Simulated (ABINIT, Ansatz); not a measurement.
# GeTe3Pb (Pm-3m): zone-centre phonons, part 4 of 5

Wanted: the vibrations of GeTe3Pb (Pm-3m) at Γ, by two programs.

ABINIT 10.8.3; DFT LDA, scalar-relativistic, plane waves, HGH norm-conserving pseudopotentials.

So far, highest optical zone-centre mode (no LO-TO term) (cm⁻¹): step 5 (zone-centre analysis) 166. The relaxed cell has a = 5.333 Å (conventional setting).

The structure was built from a prototype and need not be the compound's stable phase.

**6. Sum rules set otherwise (asr 0)**

Without the rule the raw error of the acoustic modes shows.

anaddb.abi

```
ddb_filepath "gamma_DDB"
output_file "anaddb.abo"
outdata_prefix "anaddb"
asr 0
chneut 0
enunit 2
eivec 1
nph1l 1
qph1l 0.0 0.0 0.0 1.0
```

mrgddb.in

```
gamma_DDB
merged
2
dfpt_gammao_DDB
gso_DDB
```

Run with:

```sh
$ mrgddb < mrgddb.in > mrgddb.log
$ OMP_NUM_THREADS=1 anaddb anaddb.abi > anaddb.log
```

anaddb.abo, the main output file:

```text
-outvars_anaddb: echo values of input variables ----------------------

 Miscellaneous information :
      enunit         2
       eivec         1
      chneut         0
 First list of wavevector (reduced coord.) :
       nph1l         1
       qph1l
                     0.00000000E+00  0.00000000E+00  0.00000000E+00    1.000E+00

================================================================================

 read the DDB information and perform some checks

  ==== Info on the Cryst% object ====
 Real(R)+Recip(G) space primitive vectors, cartesian coordinates (Bohr,Bohr^-1):
 R(1)= 10.0778657  0.0000000  0.0000000  G(1)=  0.0992274  0.0000000  0.0000000
 R(2)=  0.0000000 10.0778657  0.0000000  G(2)=  0.0000000  0.0992274  0.0000000
 R(3)=  0.0000000  0.0000000 10.0778657  G(3)=  0.0000000  0.0000000  0.0992274
 Unit cell volume ucvol=  1.0235421E+03 bohr^3
 Angles (23,13,12)=  9.00000000E+01  9.00000000E+01  9.00000000E+01 degrees
 Time-reversal symmetry is present
 Reduced atomic positions [iatom, xred, symbol]:
    1)    0.0000000  0.0000000  0.0000000  Pb
    2)    0.5000000  0.5000000  0.5000000  Ge
    3)    0.5000000  0.5000000  0.0000000  Te
    4)    0.5000000  0.0000000  0.5000000  Te
    5)    0.0000000  0.5000000  0.5000000  Te

 DDB file with 3 blocks has been read.

================================================================================

 Treat the first list of vectors

  Phonon wavevector (reduced coordinates) :  0.00000  0.00000  0.00000
 Phonon energies in Hartree :
  -4.100076E-04 -4.100076E-04 -4.100076E-04 -3.302162E-04 -3.302162E-04
  -3.302162E-04 -2.403967E-04 -2.403967E-04 -2.403967E-04 -7.552245E-06
  -7.552244E-06 -7.552243E-06  7.558592E-04  7.558592E-04  7.558592E-04
 Phonon energies in meV     :
- -1.115687E+01 -1.115687E+01 -1.115687E+01 -8.985640E+00 -8.985640E+00
- -8.985640E+00 -6.541528E+00 -6.541528E+00 -6.541528E+00 -2.055070E-01
- -2.055070E-01 -2.055070E-01  2.056798E+01  2.056798E+01  2.056798E+01
 Phonon frequencies in cm-1    :
- -8.998626E+01 -8.998626E+01 -8.998626E+01 -7.247407E+01 -7.247407E+01
- -7.247407E+01 -5.276098E+01 -5.276098E+01 -5.276098E+01 -1.657526E+00
- -1.657526E+00 -1.657526E+00  1.658919E+02  1.658919E+02  1.658919E+02
 Phonon frequencies in Thz     :
- -2.697720E+00 -2.697720E+00 -2.697720E+00 -2.172718E+00 -2.172718E+00
- -2.172718E+00 -1.581735E+00 -1.581735E+00 -1.581735E+00 -4.969138E-02
- -4.969138E-02 -4.969137E-02  4.973315E+00  4.973315E+00  4.973315E+00
 Phonon energies in Kelvin  :
- -1.294702E+02 -1.294702E+02 -1.294702E+02 -1.042740E+02 -1.042740E+02
- -1.042740E+02 -7.591128E+01 -7.591128E+01 -7.591128E+01 -2.384810E+00
- -2.384810E+00 -2.384810E+00  2.386815E+02  2.386815E+02  2.386815E+02

 Eigendisplacements
 (will be given, for each mode : in cartesian coordinates
   for each atom the real part of the displacement vector,
   then the imaginary part of the displacement vector - absolute values smaller than 1.0d-7 are set to zero)
  Mode number    1   Energy   -4.100076E-04
 Attention : low frequency mode.
   (Could be unstable or acoustic mode)
-  1  0.00000000E+00  0.00000000E+00 -8.14391443E-04
-     0.00000000E+00  0.00000000E+00  0.00000000E+00
-  2  0.00000000E+00  0.00000000E+00 -1.23707586E-03
-     0.00000000E+00  0.00000000E+00  0.00000000E+00
-  3  0.00000000E+00  0.00000000E+00 -1.32394406E-04
-     0.00000000E+00  0.00000000E+00  0.00000000E+00
-  4  0.00000000E+00  0.00000000E+00  1.08024824E-03
-     0.00000000E+00  0.00000000E+00  0.00000000E+00
-  5  0.00000000E+00  0.00000000E+00  1.08024824E-03
-     0.00000000E+00  0.00000000E+00  0.00000000E+00
  Mode number    2   Energy   -4.100076E-04
 Attention : low frequency mode.
   (Could be unstable or acoustic mode)
-  1  0.00000000E+00 -8.14391443E-04  0.00000000E+00
-     0.00000000E+00  0.00000000E+00  0.00000000E+00
-  2  0.00000000E+00 -1.23707586E-03  0.00000000E+00
-     0.00000000E+00  0.00000000E+00  0.00000000E+00
-  3  0.00000000E+00  1.08024824E-03  0.00000000E+00
-     0.00000000E+00  0.00000000E+00  0.00000000E+00
-  4  0.00000000E+00 -1.32394406E-04  0.00000000E+00
-     0.00000000E+00  0.00000000E+00  0.00000000E+00
-  5  0.00000000E+00  1.08024824E-03  0.00000000E+00
-     0.00000000E+00  0.00000000E+00  0.00000000E+00
  Mode number    3   Energy   -4.100076E-04
 Attention : low frequency mode.
   (Could be unstable or acoustic mode)
-  1  8.14391443E-04  0.00000000E+00  0.00000000E+00
-     0.00000000E+00  0.00000000E+00  0.00000000E+00
-  2  1.23707586E-03  0.00000000E+00  0.00000000E+00
-     0.00000000E+00  0.00000000E+00  0.00000000E+00
-  3 -1.08024824E-03  0.00000000E+00  0.00000000E+00
-     0.00000000E+00  0.00000000E+00  0.00000000E+00
-  4 -1.08024824E-03  0.00000000E+00  0.00000000E+00
-     0.00000000E+00  0.00000000E+00  0.00000000E+00
-  5  1.32394406E-04  0.00000000E+00  0.00000000E+00
-     0.00000000E+00  0.00000000E+00  0.00000000E+00
  Mode number    4   Energy   -3.302162E-04
 Attention : low frequency mode.
   (Could be unstable or acoustic mode)
-  1  0.00000000E+00  0.00000000E+00  0.00000000E+00
-     0.00000000E+00  0.00000000E+00  0.00000000E+00
-  2  0.00000000E+00  0.00000000E+00  0.00000000E+00
-     0.00000000E+00  0.00000000E+00  0.00000000E+00
-  3  0.00000000E+00  0.00000000E+00  0.00000000E+00
-     0.00000000E+00  0.00000000E+00  0.00000000E+00
-  4  0.00000000E+00  0.00000000E+00  1.46615408E-03
-     0.00000000E+00  0.00000000E+00  0.00000000E+00
-  5  0.00000000E+00  0.00000000E+00 -1.46615408E-03
-     0.00000000E+00  0.00000000E+00  0.00000000E+00
  Mode number    5   Energy   -3.302162E-04
 Attention : low frequency mode.
   (Could be unstable or acoustic mode)
-  1  0.00000000E+00  0.00000000E+00  0.00000000E+00
-     0.00000000E+00  0.00000000E+00  0.00000000E+00
-  2  0.00000000E+00  0.00000000E+00  0.00000000E+00
-     0.00000000E+00  0.00000000E+00  0.00000000E+00
-  3  0.00000000E+00  1.46615408E-03  0.00000000E+00
-     0.00000000E+00  0.00000000E+00  0.00000000E+00
-  4  0.00000000E+00  0.00000000E+00  0.00000000E+00
-     0.00000000E+00  0.00000000E+00  0.00000000E+00
-  5  0.00000000E+00 -1.46615408E-03  0.00000000E+00
-     0.00000000E+00  0.00000000E+00  0.00000000E+00
  Mode number    6   Energy   -3.302162E-04
 Attention : low frequency mode.
   (Could be unstable or acoustic mode)
-  1  0.00000000E+00  0.00000000E+00  0.00000000E+00
-     0.00000000E+00  0.00000000E+00  0.00000000E+00
-  2  0.00000000E+00  0.00000000E+00  0.00000000E+00
-     0.00000000E+00  0.00000000E+00  0.00000000E+00
-  3  1.46615408E-03  0.00000000E+00  0.00000000E+00
-     0.00000000E+00  0.00000000E+00  0.00000000E+00
-  4 -1.46615408E-03  0.00000000E+00  0.00000000E+00
-     0.00000000E+00  0.00000000E+00  0.00000000E+00
-  5  0.00000000E+00  0.00000000E+00  0.00000000E+00
-     0.00000000E+00  0.00000000E+00  0.00000000E+00
  Mode number    7   Energy   -2.403967E-04
 Attention : low frequency mode.
   (Could be unstable or acoustic mode)
-  1  0.00000000E+00  0.00000000E+00  1.07479624E-03
-     0.00000000E+00  0.00000000E+00  0.00000000E+00
-  2  0.00000000E+00  0.00000000E+00 -1.74544229E-03
-     0.00000000E+00  0.00000000E+00  0.00000000E+00
-  3  0.00000000E+00  0.00000000E+00 -8.28744636E-04
-     0.00000000E+00  0.00000000E+00  0.00000000E+00
-  4  0.00000000E+00  0.00000000E+00  3.83779291E-05
-     0.00000000E+00  0.00000000E+00  0.00000000E+00
-  5  0.00000000E+00  0.00000000E+00  3.83779291E-05
-     0.00000000E+00  0.00000000E+00  0.00000000E+00
  Mode number    8   Energy   -2.403967E-04
 Attention : low frequency mode.
   (Could be unstable or acoustic mode)
-  1  0.00000000E+00  1.07479624E-03  0.00000000E+00
-     0.00000000E+00  0.00000000E+00  0.00000000E+00
-  2  0.00000000E+00 -1.74544229E-03  0.00000000E+00
-     0.00000000E+00  0.00000000E+00  0.00000000E+00
-  3  0.00000000E+00  3.83779291E-05  0.00000000E+00
-     0.00000000E+00  0.00000000E+00  0.00000000E+00
-  4  0.00000000E+00 -8.28744636E-04  0.00000000E+00
-     0.00000000E+00  0.00000000E+00  0.00000000E+00
-  5  0.00000000E+00  3.83779291E-05  0.00000000E+00
-     0.00000000E+00  0.00000000E+00  0.00000000E+00
  Mode number    9   Energy   -2.403967E-04
 Attention : low frequency mode.
   (Could be unstable or acoustic mode)
-  1  1.07479624E-03  0.00000000E+00  0.00000000E+00
-     0.00000000E+00  0.00000000E+00  0.00000000E+00
-  2 -1.74544229E-03  0.00000000E+00  0.00000000E+00
-     0.00000000E+00  0.00000000E+00  0.00000000E+00
-  3  3.83779291E-05  0.00000000E+00  0.00000000E+00
-     0.00000000E+00  0.00000000E+00  0.00000000E+00
-  4  3.83779291E-05  0.00000000E+00  0.00000000E+00
-     0.00000000E+00  0.00000000E+00  0.00000000E+00
-  5 -8.28744636E-04  0.00000000E+00  0.00000000E+00
-     0.00000000E+00  0.00000000E+00  0.00000000E+00
  Mode number   10   Energy   -7.552245E-06
 Attention : low frequency mode.
   (Could be unstable or acoustic mode)
-  1  0.00000000E+00  0.00000000E+00 -9.10175431E-04
-     0.00000000E+00  0.00000000E+00  0.00000000E+00
-  2  0.00000000E+00  0.00000000E+00 -9.10225609E-04
-     0.00000000E+00  0.00000000E+00  0.00000000E+00
-  3  0.00000000E+00  0.00000000E+00 -9.10113341E-04
-     0.00000000E+00  0.00000000E+00  0.00000000E+00
-  4  0.00000000E+00  0.00000000E+00 -9.09462156E-04
-     0.00000000E+00  0.00000000E+00  0.00000000E+00
-  5  0.00000000E+00  0.00000000E+00 -9.09462156E-04
-     0.00000000E+00  0.00000000E+00  0.00000000E+00
  Mode number   11   Energy   -7.552244E-06
 Attention : low frequency mode.
   (Could be unstable or acoustic mode)
-  1  0.00000000E+00  9.10175431E-04  0.00000000E+00
-     0.00000000E+00  0.00000000E+00  0.00000000E+00
-  2  0.00000000E+00  9.10225609E-04  0.00000000E+00
-     0.00000000E+00  0.00000000E+00  0.00000000E+00
-  3  0.00000000E+00  9.09462156E-04  0.00000000E+00
-     0.00000000E+00  0.00000000E+00  0.00000000E+00
-  4  0.00000000E+00  9.10113341E-04  0.00000000E+00
-     0.00000000E+00  0.00000000E+00  0.00000000E+00
-  5  0.00000000E+00  9.09462156E-04  0.00000000E+00
-     0.00000000E+00  0.00000000E+00  0.00000000E+00
  Mode number   12   Energy   -7.552243E-06
 Attention : low frequency mode.
   (Could be unstable or acoustic mode)
-  1  9.10175431E-04  0.00000000E+00  0.00000000E+00
-     0.00000000E+00  0.00000000E+00  0.00000000E+00
-  2  9.10225609E-04  0.00000000E+00  0.00000000E+00
-     0.00000000E+00  0.00000000E+00  0.00000000E+00
-  3  9.09462156E-04  0.00000000E+00  0.00000000E+00
-     0.00000000E+00  0.00000000E+00  0.00000000E+00
-  4  9.09462156E-04  0.00000000E+00  0.00000000E+00
-     0.00000000E+00  0.00000000E+00  0.00000000E+00
-  5  9.10113341E-04  0.00000000E+00  0.00000000E+00
-     0.00000000E+00  0.00000000E+00  0.00000000E+00
  Mode number   13   Energy    7.558592E-04
-  1  0.00000000E+00  0.00000000E+00  2.73264493E-05
-     0.00000000E+00  0.00000000E+00  0.00000000E+00
-  2  0.00000000E+00  0.00000000E+00  1.46619245E-03
-     0.00000000E+00  0.00000000E+00  0.00000000E+00
-  3  0.00000000E+00  0.00000000E+00 -1.66329893E-03
-     0.00000000E+00  0.00000000E+00  0.00000000E+00
-  4  0.00000000E+00  0.00000000E+00  3.92526743E-04
-     0.00000000E+00  0.00000000E+00  0.00000000E+00
-  5  0.00000000E+00  0.00000000E+00  3.92526743E-04
-     0.00000000E+00  0.00000000E+00  0.00000000E+00
  Mode number   14   Energy    7.558592E-04
-  1  0.00000000E+00  2.73264493E-05  0.00000000E+00
-     0.00000000E+00  0.00000000E+00  0.00000000E+00
-  2  0.00000000E+00  1.46619245E-03  0.00000000E+00
-     0.00000000E+00  0.00000000E+00  0.00000000E+00
-  3  0.00000000E+00  3.92526743E-04  0.00000000E+00
-     0.00000000E+00  0.00000000E+00  0.00000000E+00
-  4  0.00000000E+00 -1.66329893E-03  0.00000000E+00
-     0.00000000E+00  0.00000000E+00  0.00000000E+00
-  5  0.00000000E+00  3.92526743E-04  0.00000000E+00
-     0.00000000E+00  0.00000000E+00  0.00000000E+00
  Mode number   15   Energy    7.558592E-04
-  1  2.73264493E-05  0.00000000E+00  0.00000000E+00
-     0.00000000E+00  0.00000000E+00  0.00000000E+00
-  2  1.46619245E-03  0.00000000E+00  0.00000000E+00
-     0.00000000E+00  0.00000000E+00  0.00000000E+00
-  3  3.92526743E-04  0.00000000E+00  0.00000000E+00
-     0.00000000E+00  0.00000000E+00  0.00000000E+00
-  4  3.92526743E-04  0.00000000E+00  0.00000000E+00
-     0.00000000E+00  0.00000000E+00  0.00000000E+00
-  5 -1.66329893E-03  0.00000000E+00  0.00000000E+00
-     0.00000000E+00  0.00000000E+00  0.00000000E+00

 Analysis of degeneracies and characters (maximum tolerance=1.00E-06 a.u.)
 For each vibration mode, or group of modes if degenerate,
 the characters are given for each symmetry operation (see the list in the log file).
 Symmetry characters of vibration mode #   1
       degenerate with vibration modes #   2 to    3
  3.0 -3.0 -1.0  1.0 -1.0  1.0 -1.0  1.0  1.0 -1.0 -1.0  1.0  1.0 -1.0 -1.0  1.0
  0.0 -0.0 -0.0  0.0 -0.0  0.0 -0.0  0.0  1.0 -1.0 -1.0  1.0 -1.0  1.0  1.0 -1.0
  0.0 -0.0 -0.0  0.0 -0.0  0.0 -0.0  0.0  1.0 -1.0  1.0 -1.0 -1.0  1.0 -1.0  1.0
 Symmetry characters of vibration mode #   4
       degenerate with vibration modes #   5 to    6
  3.0 -3.0 -1.0  1.0 -1.0  1.0 -1.0  1.0 -1.0  1.0  1.0 -1.0 -1.0  1.0  1.0 -1.0
  0.0 -0.0  0.0 -0.0 -0.0  0.0 -0.0  0.0 -1.0  1.0  1.0 -1.0  1.0 -1.0 -1.0  1.0
  0.0 -0.0 -0.0  0.0 -0.0  0.0  0.0 -0.0 -1.0  1.0 -1.0  1.0  1.0 -1.0  1.0 -1.0
 Symmetry characters of vibration mode #   7
       degenerate with vibration modes #   8 to    9
  3.0 -3.0 -1.0  1.0 -1.0  1.0 -1.0  1.0  1.0 -1.0 -1.0  1.0  1.0 -1.0 -1.0  1.0
  0.0 -0.0 -0.0  0.0  0.0 -0.0 -0.0  0.0  1.0 -1.0 -1.0  1.0 -1.0  1.0  1.0 -1.0
  0.0 -0.0  0.0 -0.0 -0.0  0.0 -0.0  0.0  1.0 -1.0  1.0 -1.0 -1.0  1.0 -1.0  1.0
 Symmetry characters of vibration mode #  10
       degenerate with vibration modes #  11 to   12
  3.0 -3.0 -1.0  1.0 -1.0  1.0 -1.0  1.0  1.0 -1.0 -1.0  1.0  1.0 -1.0 -1.0  1.0
 -0.0  0.0 -0.0  0.0  0.0 -0.0  0.0 -0.0  1.0 -1.0 -1.0  1.0 -1.0  1.0  1.0 -1.0
 -0.0  0.0  0.0 -0.0  0.0 -0.0 -0.0  0.0  1.0 -1.0  1.0 -1.0 -1.0  1.0 -1.0  1.0
 Symmetry characters of vibration mode #  13
       degenerate with vibration modes #  14 to   15
  3.0 -3.0 -1.0  1.0 -1.0  1.0 -1.0  1.0  1.0 -1.0 -1.0  1.0  1.0 -1.0 -1.0  1.0
  0.0 -0.0  0.0 -0.0 -0.0  0.0 -0.0  0.0  1.0 -1.0 -1.0  1.0 -1.0  1.0  1.0 -1.0
  0.0 -0.0 -0.0  0.0 -0.0  0.0  0.0 -0.0  1.0 -1.0  1.0 -1.0 -1.0  1.0 -1.0  1.0
-
```

Run time: 0.51 s. Hardware: 1 thread of Arm Neoverse V2, shared host.

Read from the output:

| Quantity | Value |
| --- | --- |
| lowest optical zone-centre mode | -89.99 cm⁻¹ |

Zone-centre frequencies as printed; negative means imaginary. Modes:

| mode | frequency (cm⁻¹) |
| --- | --- |
| 1 | -89.99 |
| 2 | -89.99 |
| 3 | -89.99 |
| 4 | -72.47 |
| 5 | -72.47 |
| 6 | -72.47 |
| 7 | -52.76 |
| 8 | -52.76 |
| 9 | -52.76 |
| 10 | -1.66 |
| 11 | -1.66 |
| 12 | -1.66 |
| 13 | 165.9 |
| 14 | 165.9 |
| 15 | 165.9 |

(Part 4 of 5 ends here.)

[Host names and launcher messages were left out of these logs when they were recorded.]

[Logs are printed without paths, hosts, clocks, repeated set-up lines and the standing remarks that a program may print on its own settings, such as how far it seeks lower states.]

[Hosts, paths, dates, database ids (printed as entryN), source tags and the programs' standing remarks are cut or masked in the printed files.]
